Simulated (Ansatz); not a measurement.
# Starting-point dependence of the GW gap of TiO2 (Anatase)

Aim: G0W0 for TiO2 (Anatase) on several starting functionals, at one mesh, band count and screening cutoff.

Program: Ansatz 0.2.0. Level of theory: G0W0 on several functionals, plane waves, PAW. Results are calculated unless marked as measured.

### 1. The starting structure

It takes space group I4_1/amd (No. 141, tetragonal). Conventional cell: a = 3.784 Å, b = 3.784 Å, c = 9.515 Å, α = 90.00°, β = 90.00°, γ = 90.00°. Nearest to Ti lie 6 O at 1.93 to 1.98 Å. Nearest to O lie 3 Ti at 1.93 to 1.98 Å. Farther neighbours and most contacts between anions are not listed.

The cell and positions come from the Crystallography Open Database and are kept as given unless a step says otherwise. The default PAW set here is soft_1. Its files were made with PBE; for other functionals the partial waves and projectors stay those of PBE.

### 2. G0W0 on LDA

Now the one-shot GW correction: screening in the RPA, then the self-energy of the levels asked for.

This step: G0W0 on LDA, plane waves, PAW.

Input file input.yaml:

```yaml
crystal:
  lattice:
    - [-1.8921, 1.8921, 4.7573]
    - [1.8921, -1.8921, 4.7573]
    - [1.8921, 1.8921, -4.7573]
  atoms:
    - { symbol: Ti, position: [0.0, 0.0, 0.0] }
    - { symbol: Ti, position: [0.75, 0.25, 0.5] }
    - { symbol: O, position: [0.2081, 0.2081, 0.0] }
    - { symbol: O, position: [0.9581, 0.4581, 0.5] }
    - { symbol: O, position: [0.5419, 0.0419, 0.5] }
    - { symbol: O, position: [0.7919, 0.7919, 0.0] }
kpoints:
  mp_grid: { grid: [6, 6, 6] }
hamiltonian:
  xc: lda
  pseudopotentials: { kind: paw, azcp: { folder: "./paw" } }
scf:
  occupations: { method: fixed }
gw:
  n_empty_bands: 539
  ecut_chi: 230.0
  qp_bands: [v2, c2]
  qp_kpoints: band_edges
  screening: { model: contour_deformation }
```

The run is started by

```sh
> ansatz run input.yaml --threads 3 --pin off --max-ram 92160MiB --backend cuda --events-out ev --progress --plain --runs-dir out --devices 1 --max-vram 13GiB
```

Numbers of over 12 decimals in the logs are rounded to 6 here.

The log of the run:

```text
Warning: <dir> the record states the generating functional pbe (its physics header spells it `PBE`), which answers neither for hamiltonian.xc's functional nor for the lda family's — results may be inconsistent (PPs are generated against a specific XC)
Warning: <dir> the record states the generating functional pbe (its physics header spells it `PBE`), which answers neither for hamiltonian.xc's functional nor for the lda family's — results may be inconsistent (PPs are generated against a specific XC)
GPUs: using 1 of 1 available (devices: 1).
Engine: ansatz 0.2.0, x86_64-unknown-linux-gnu
Pseudopotentials: kind: paw
Pseudopotential: Ti, paw, valence charge 12, recommended cutoff 420 eV (normal), <dir>
Pseudopotential: O, paw, valence charge 6, recommended cutoff 420 eV (normal), <dir>
Functional definition: SPW92
  exchange = slater_x
  correlation = pw_c
device memory: the entry about to start is reckoned to put 1.2 GiB on a device that reports 67.3 GiB free (of which the cap on the GPU budget leaves the run 13.0 GiB)
GPU FFT provider: cuFFT
GPU libraries: cuBLAS 13.8.2, cuFFT 12.4.0, cuSOLVER 12.3.4
Crystal: 6 atoms, lattice volume = 68.125 Å³
Basis set: ecut = 420 eV, 1315 PW (Γ)
Bands: 30, of which v1, the nominal top of the filled ones, is band 24 counted from 1 (23 counted from 0)
Symmetry: 16 space group operations
Space group: I41/amd (ITA 141), of the structure as read, at distance tolerance 4.1e-5 Å
k-points: 30 of 216
Non-local potential: Ti, projectors of the file, l = 0: 3, l = 1: 2, l = 2: 3, l = 3: 1
Non-local potential: O, projectors of the file, l = 0: 2, l = 1: 2, l = 2: 1
PAW form: soft (Blöchl's): semilocal exchange-correlation on the pseudo side does not see the compensation charge
PAW frozen core: Ti, regenerated for the run's functional, and the local potential with it (the file was generated under x = pbe(κ = 0.804, μ = 0.219515), c = pbe(β = 0.066725))
PAW frozen core: O, regenerated for the run's functional, and the local potential with it (the file was generated under x = pbe(κ = 0.804, μ = 0.219515), c = pbe(β = 0.066725))
PAW one-centre angular grid: Ti, 590 points (default); XC on 64 Gauss nodes
PAW one-centre angular grid: O, 110 points (default); XC on 64 Gauss nodes
Initial density: superposition of atomic densities (chi_scale 0.1, normalization cell, long waves kept (reshape's long-wave potential 0.00 eV rms))
Initial wavefunctions: pseudopotential atomic-orbital guess
GPU buffer pool allocated for 64000 grid points (all kernels)
GPU transforms: local potential and band sums: pruned to the plane-wave sphere, on 40×40×40
Functional: x = slater, c = lda
SCF iter   1: F=—  HF=-7130.929002 eV  |F-HF|=—  |Δ(HF+E_count)|=         —  Δρ=5.26e-2  dr2=2.05e0  ethr=3.10e-3  ⟨swp⟩=4.3  Hψ=3073  notcnv=0  defer=67
preconditioner: auto → none  [insulator: Δε(μ)=2.148 eV  Ē_g=9.643 eV  n_scr=14 (ndim 8)  ℏωp=25.4 eV  f_vac=0.000  ε∞_Penn≈8.0]
SCF iter   2: F=—  HF=-7130.526335 eV  |F-HF|=—  |Δ(HF+E_count)|=   4.03e-1  Δρ=3.91e-2  dr2=6.91e-1  ethr=3.10e-3  ⟨swp⟩=2.0  Hψ=1707  notcnv=0  defer=66
SCF iter   3: F=—  HF=-7130.619236 eV  |F-HF|=—  |Δ(HF+E_count)|=   9.29e-2  Δρ=3.70e-2  dr2=1.01e0  ethr=1.44e-3  ⟨swp⟩=2.6  Hψ=1467  notcnv=0  defer=88
SCF iter   4: F=—  HF=-7130.441280 eV  |F-HF|=—  |Δ(HF+E_count)|=   1.78e-1  Δρ=6.62e-3  dr2=1.41e-2  ethr=1.44e-3  ⟨swp⟩=2.8  Hψ=1664  notcnv=0  defer=63
SCF iter   5: F=—  HF=-7130.444581 eV  |F-HF|=—  |Δ(HF+E_count)|=   3.30e-3  Δρ=1.51e-3  dr2=1.42e-3  ethr=2.93e-5  ⟨swp⟩=2.6  Hψ=1545  notcnv=0  defer=116
SCF iter   6: F=—  HF=-7130.444430 eV  |F-HF|=—  |Δ(HF+E_count)|=   1.51e-4  Δρ=9.04e-4  dr2=6.33e-4  ethr=2.95e-6  ⟨swp⟩=2.0  Hψ=1620  notcnv=0  defer=120
SCF iter   7: F=—  HF=-7130.444326 eV  |F-HF|=—  |Δ(HF+E_count)|=   1.04e-4  Δρ=3.74e-4  dr2=1.10e-4  ethr=1.32e-6  ⟨swp⟩=2.0  Hψ=1184  notcnv=0  defer=120
SCF iter   8: F=—  HF=-7130.444305 eV  |F-HF|=—  |Δ(HF+E_count)|=   2.09e-5  Δρ=7.29e-5  dr2=4.17e-6  ethr=2.30e-7  ⟨swp⟩=2.0  Hψ=1087  notcnv=0  defer=60
SCF iter   9: F=-7130.444304 eV  HF=-7130.444305 eV  |F-HF|=2.99e-8  |Δ(HF+E_count)|=   7.42e-7  Δρ=6.46e-6  dr2=3.35e-8  ethr=2.08e-10  ⟨swp⟩=7.4  Hψ=3672  notcnv=0
SCF 1 converged in 9 iterations: F = -7130.444304 eV  dr2 = 3.35e-8
  greatest PAW one-centre occupation: 0.998 electrons in one spin orbital (limit 2), on the Ti atom at site 1 (counted from 0), in its partial waves of l = 0
device memory: the entry about to start is reckoned to put 1.3 GiB (of the 1.4 GiB reckoned in all, the device holds 0.1 GiB already) on a device that reports 65.5 GiB free (of which the cap on the GPU budget leaves the run 12.9 GiB)
NSCF: frozen V_eff on 30 k-points, pencils in batches of 32, up to order 120
the band table was solved once the SCF had ended and its energy, with any forces and stress, was formed, with the checks that follow a solve (3827 applications of the Hamiltonian). They found nothing against the state; the energy, forces and stress were not computed again (output.eigenvalues in the input reference)
device memory: the entry about to start is reckoned to put 4.5 GiB on a device that reports 64.6 GiB free (of which the cap on the GPU budget leaves the run 13.0 GiB)
NSCF: frozen V_eff on 30 k-points
G₀W₀ screening: q 1/30
[... further progress lines ...]
device memory: the entry about to start is reckoned to put 0.6 GiB on a device that reports 50.3 GiB free (of which the cap on the GPU budget leaves the run 13.0 GiB)
NSCF: frozen V_eff on 1 k-points
device memory: the entry about to start is reckoned to put 0.6 GiB on a device that reports 50.3 GiB free (of which the cap on the GPU budget leaves the run 13.0 GiB)
NSCF: frozen V_eff on 1 k-points
device memory: the entry about to start is reckoned to put 0.6 GiB on a device that reports 50.3 GiB free (of which the cap on the GPU budget leaves the run 13.0 GiB)
NSCF: frozen V_eff on 1 k-points
SCF converged after 9 iterations
Free energy (F): -7130.444304 eV
Harris-Foulkes:  -7130.444305 eV  (|F-HF|=2.99e-8)
Internal energy: -7130.444304 eV  (E = F + TS)
E sigma→0 (E₀):  -7130.444304 eV
Fermi energy:    6.839437 eV
--- Per-component energies (eV) ---
  E_band       = -469.255211
  E_kinetic    = 1226.294303
  E_local      = -3683.514432  (includes V_loc(G=0)·N_el)
  E_nonlocal   = 339.588342
  E_hartree    = 1410.021710
  E_xc         = -512.386272
  E_vxc        = -652.841849  (∫ρ·V_xc dr)
  E_paw        = -2589.294990  (= ΣΔE_a)
  E_vpaw       = -518.833688  (= ΣTr[D̂ρ^β])
  E_aug_tail   = 0.002999  (compensation charges beyond the density's cutoff)
  E_ewald      = -3322.195552
  E_core_change = 1.039587  (= ΣΔE_core)
  E_smearing   = -0.000000  (= −TS)
  E_closure    = 0.000000  (closes the sum)
  Σ components = -7130.444304   (vs F -7130.444304, Δ=0.00e0)
--- Band table (eV; the first three rows and the last of 30) ---
  k-point 0: bands = [... 20 lower, 6.1135, 6.1173, 6.4045, 6.4045, 8.9033, 9.6714, 10.8179, 10.8179, ... 2 higher]
  k-point 1: bands = [... 20 lower, 5.5350, 5.7056, 6.2270, 6.6198, 9.7680, 9.8808, 10.0883, 10.5155, ... 2 higher]
  k-point 2: bands = [... 20 lower, 4.8018, 5.9123, 6.2838, 6.7714, 9.8851, 10.1693, 10.3136, 10.6644, ... 2 higher]
  k-point 29: bands = [... 20 lower, 5.6062, 5.6062, 6.7584, 6.7584, 9.2733, 9.2733, 10.6002, 10.6002, ... 2 higher]
--- G₀W₀: contour deformation, 7 samples at zero and on the imaginary axis and 1 off it, 216 q-points, 539 empty bands' worth ---
  eigenvalues of the whole cell's RPA ε∞ on this k-mesh (on a slab, of 1 + 4πα/V) = 6.1970, 6.7725, 6.7725; static W/v taken at q = 0 is 0.150741
  bands read: the sum over 563 bands ends inside a degenerate multiplet in 5 slots, whose members it reads at an even weight; the widest, k=3: bands 563 to 564 (counted from 1) at 1/2 each
  gw.qp_kpoints: band_edges: 23 of 30 stored k-points solved, in 1 pass; an edge of the gap read off the rows below is read off those points alone
    valence top: of the k-points left out ik 23 came nearest to being solved in a further pass, in band 24 (counted from 1, as in the quasiparticle table): it holds the edge there only if its correction is more favourable than any solved in that band by at least 0.468 eV; those differ by 0.072 eV
    conduction bottom: of the k-points left out ik 27 came nearest to being solved in a further pass, in band 25 (counted from 1, as in the quasiparticle table): it holds the edge there only if its correction is more favourable than any solved in that band by at least 0.844 eV; those differ by 0.157 eV
    ik  band        ε_KS         Σx   Σc(E_QP)       V_xc       Z   E_QP_lin       E_QP  E_QP is
     0    23      6.4045   -25.1834     4.3780   -20.4430  0.6960     6.0391     6.0421  root
     0    24      6.4045   -25.1834     4.3780   -20.4430  0.6960     6.0391     6.0421  root
     0    25      8.9033   -13.0619    -6.7476   -21.1168  0.7290    10.2450    10.2106  root
     0    26      9.6714   -13.4436    -7.6547   -22.4723  0.7075    11.0947    11.0455  root
     1    23      6.2270   -25.7997     4.3731   -21.0275  0.7065     5.8244     5.8279  root
     1    24      6.6198   -25.6337     4.3303   -20.9289  0.7036     6.2424     6.2454  root
     1    25      9.7680   -13.3485    -7.6987   -22.4242  0.7078    11.1945    11.1449  root
     1    26      9.8808   -14.3182    -6.6731   -22.2089  0.7077    11.1344    11.0984  root
     2    23      6.2838   -25.2157     4.3335   -20.5241  0.6987     5.9226     5.9256  root
     2    24      6.7714   -25.5683     4.3141   -20.9115  0.7005     6.4263     6.4288  root
     2    25      9.8851   -13.6227    -7.6754   -22.6859  0.7072    11.3234    11.2729  root
     2    26     10.1693   -14.7720    -7.1118   -23.2043  0.7051    11.5349    11.4898  root
     3    23      6.8394   -25.6925     4.2890   -21.0601  0.7033     6.4937     6.4961  root
     3    24      6.8394   -25.6925     4.2890   -21.0601  0.7033     6.4937     6.4961  root
     3    25     10.1760   -13.8844    -7.7835   -23.0360  0.7001    11.5970    11.5442  root
     3    26     10.1760   -13.8844    -7.7835   -23.0360  0.7001    11.5970    11.5442  root
     4    23      6.1442   -25.9856     3.8776   -21.7952  0.7140     5.8296     5.8314  root
     4    24      6.4169   -25.5586     4.3239   -20.8530  0.7042     6.0320     6.0352  root
     4    25      9.4860   -14.0837    -6.5226   -21.8369  0.7162    10.7496    10.7166  root
     4    26      9.7836   -13.4843    -7.6164   -22.4548  0.7062    11.1861    11.1377  root
     5    23      6.2251   -25.8461     4.3565   -21.0703  0.7105     5.8021     5.8058  root
     5    24      6.4615   -25.1011     4.2812   -20.4738  0.6978     6.1127     6.1154  root
     5    25      9.8540   -13.5017    -7.6728   -22.5539  0.7077    11.2832    11.2334  root
     5    26     10.0609   -14.2415    -7.3437   -22.9408  0.7084    11.4636    11.4165  root
[...]
28    23      6.2394   -25.0500     4.2196   -20.4843  0.6996     5.8906     5.8933  root
    28    24      6.2394   -25.0500     4.2196   -20.4843  0.6996     5.8906     5.8933  root
    28    25      9.7820   -13.8924    -7.0737   -22.2577  0.7107    11.1144    11.0736  root
    28    26      9.7820   -13.8924    -7.0737   -22.2577  0.7107    11.1144    11.0736  root
    29    23      6.7584   -26.0557     4.1957   -21.5070  0.7093     6.4030     6.4054  root
    29    24      6.7584   -26.0557     4.1957   -21.5070  0.7093     6.4030     6.4054  root
    29    25      9.2733   -13.2153    -7.1790   -21.7367  0.7193    10.6572    10.6159  root
    29    26      9.2733   -13.2153    -7.1790   -21.7367  0.7193    10.6572    10.6159  root
```

The job ended after 2.7 min (1 × NVIDIA H100 80GB HBM3 (shared by 6 runs) with 3 threads of AMD EPYC 7R13 (Zen 3), shared host; peak memory 2.9 GiB).

This step gave:

| Quantity | Value |
| --- | --- |
| bands summed | 563 |
| RPA ε∞ on this mesh (eigenvalues) | 6.197, 6.773, 6.773 |
| plane waves in the screening matrix | 559 |
| q-points in the mesh | 216 |
| G0W0 gap on the mesh | 3.714 eV |
| k of the valence top | 0, 0, -0.5 |
| k of the conduction bottom | 0, 0, 0 |
| starting gap on the mesh | 2.064 eV |
| Z at the valence top | 0.7033 |
| Z at the conduction bottom | 0.7290 |
| least direct G0W0 gap on the computed points | 4.054 eV |

The gap on the mesh goes from 2.06 eV to 3.71 eV, a correction of +1.65 eV. Between the two edge states, bare exchange in place of the xc potential would open the gap by 12.69 eV, and correlation takes back 11.04 eV.

(Part 1 of 2 ends here.)

[Paths, hosts, dates, memory and timing lines, banners, echoed tables and standing remarks are left out of the program output.]

[Logs are printed without paths, hosts, clocks, repeated set-up lines and the standing remarks that a program may print on its own settings, such as how far it seeks lower states.]

[Runs of the session that timed out or met a known fault of the program may be left out.]

[Cells called generated may have been cut or substituted from an entry of the Crystallography Open Database or the Materials Project.]

[Hosts, paths, dates, database ids (printed as entryN), source tags and the programs' standing remarks are cut or masked in the printed files.]
